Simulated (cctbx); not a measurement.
# Ca3Fe: solution and refinement

Cell a = 7.1320 Å, b = 7.1320 Å, c = 5.5580 Å, α = 90.00°, β = 90.00°, γ = 120.00°; space group P6_3/mmc (no. 194); content Fe2 Ca6.

The data are simulated with cctbx, not measured: Mo Kα, λ = 0.71073 Å, to d = 0.7 Å, 70 % of the full sphere, strongest reflection 40000 counts, noise from counting, a 2 % proportional error and a noise floor of 2 counts (s.d.); no absorption, and some extinction, which the refinements don't model.

Charge flipping in P1 on normalised amplitudes to 0.9 Å, δ = 1.1 σ, 20 % of the reflections treated as weak, 300 cycles:

```text
cycle      R  skewness
    0  0.642     0.34
   25  0.401     3.28
   50  0.404     3.26
   75  0.411     3.34
  100  0.393     3.35
  125  0.414     3.17
  150  0.386     3.23
  175  0.396     3.09
  200  0.392     3.19
  225  0.390     3.17
  250  0.382     3.21
  275  0.389     3.17
origin shift          correlation  skewness
 0.318  0.369  0.427      0.890      5.05
 0.818  0.869  0.427      0.889      5.02
 0.818  0.369  0.427      0.889      5.21
 0.318  0.869  0.427      0.889      5.23
taken: symmetry correlation 0.889, skewness 5.23
peak      x       y       z  mult  height/sigma
Q1    0.3333  0.6667  0.2500    2     13.4
Q2    0.1651  0.3303  0.7500    6     11.1
Q3    0.2164  0.6082  0.9964   12      1.2
Q4    0.1289  0.2578  0.9867   12      1.1
Q5    0.0000  0.0000  0.0000    2      1.1
Q6    0.0938  0.3750  0.0000   24      0.9
Q7    0.1567  0.4962  0.1405   24      0.7
```

The origin is taken among those within 0.04 of the best correlation, by the skewness of the map.

Run time: 2 s on 1 thread of AMD EPYC 7R43 64-Core Processor (Zen 3), with other jobs on the host, peak memory 0.06 GiB.

**Question.** Which peaks are atoms, and which elements?

Heights go roughly as Z and multiplicities must add up to the content. First model: Q1 = Fe1 (2 in the cell, height 13.4) and Q2 = Ca1 (6 in the cell, height 11.1). Against the true structure, Q1 is Fe and Q2 is Ca; the other peaks are not atoms.

Least squares on F², isotropic:

```text
Rint 0.019, 165 unique reflections to 0.70 A
cycle     R1     wR2    GooF  max shift (A)
   1  0.1733  0.3619  24.579   0.02798
   2  0.0075  0.0164   1.114   0.00000
final R1 0.0075 wR2 0.0164 GooF 1.114  parameters 3  data/parameter 55.0
atom        x        y        z      Ueq    occ   su(xyz)  su(Uiso or U11)
Fe1    0.33333  0.66667  0.25000   0.0047  1.000  0.00000  0.0001
Ca1    0.16741  0.33483  0.75000   0.0062  1.000  0.00003  0.0001
difference map: max 0.17 min -0.20 rms 0.04
Q1    0.1770  0.3541  0.1128   12    0.18  2.02 A from Ca1
Q2    0.2730  0.6365  0.6412   12    0.12  1.99 A from Ca1
Q3    0.2388  0.6194  0.7500    6    0.11  1.83 A from Ca1
Q4    0.0576  0.2652  0.9924   24    0.11  1.51 A from Ca1
Q5    0.0901  0.1802  0.2500    6    0.10  1.79 A from Ca1
```

Anisotropic refinement:

```text
Rint 0.019, 165 unique reflections to 0.70 A
cycle     R1     wR2    GooF  max shift (A)
   1  0.0075  0.0164   1.126   0.00001
   2  0.0075  0.0164   1.121   0.00000
final R1 0.0075 wR2 0.0164 GooF 1.121  parameters 6  data/parameter 27.5
atom        x        y        z      Ueq    occ   su(xyz)  su(Uiso or U11)
Fe1    0.33333  0.66667  0.25000   0.0047  1.000  0.00000  0.0001
Ca1    0.16741  0.33483  0.75000   0.0062  1.000  0.00003  0.0001
difference map: max 0.18 min -0.21 rms 0.04
Q1    0.1770  0.3540  0.1131   12    0.18  2.02 A from Ca1
Q2    0.2705  0.6353  0.6402   12    0.11  1.98 A from Ca1
Q3    0.2389  0.6194  0.7500    6    0.11  1.83 A from Ca1
Q4    0.0579  0.2653  0.9921   24    0.11  1.51 A from Ca1
Q5    0.0902  0.1803  0.2500    6    0.11  1.79 A from Ca1
Q6    0.0556  0.3737  0.2500   12    0.10  1.53 A from Ca1
```

**Reading.** The refinement ends at R1 = 0.0075, wR2 = 0.0164, GooF = 1.12, with difference density between -0.21 and 0.18 e/Å³. Every site matches the true model in element, within 0.001 Å r.m.s., up to an allowed shift of origin.

True model:

```
atom  mult.       x       y    z  Ueq (Å²)
 Fe1      2     2/3     1/3  3/4    0.0048
 Ca1      6  0.6652  0.8326  3/4    0.0063
```

This is a model crystal, built by substitution and not relaxed, with assumed displacement parameters.

[Middle refinement cycles are left out of these outputs.]

[Logs are printed without paths, hosts, clocks, repeated set-up lines and the standing remarks that a program may print on its own settings, such as how far it seeks lower states.]
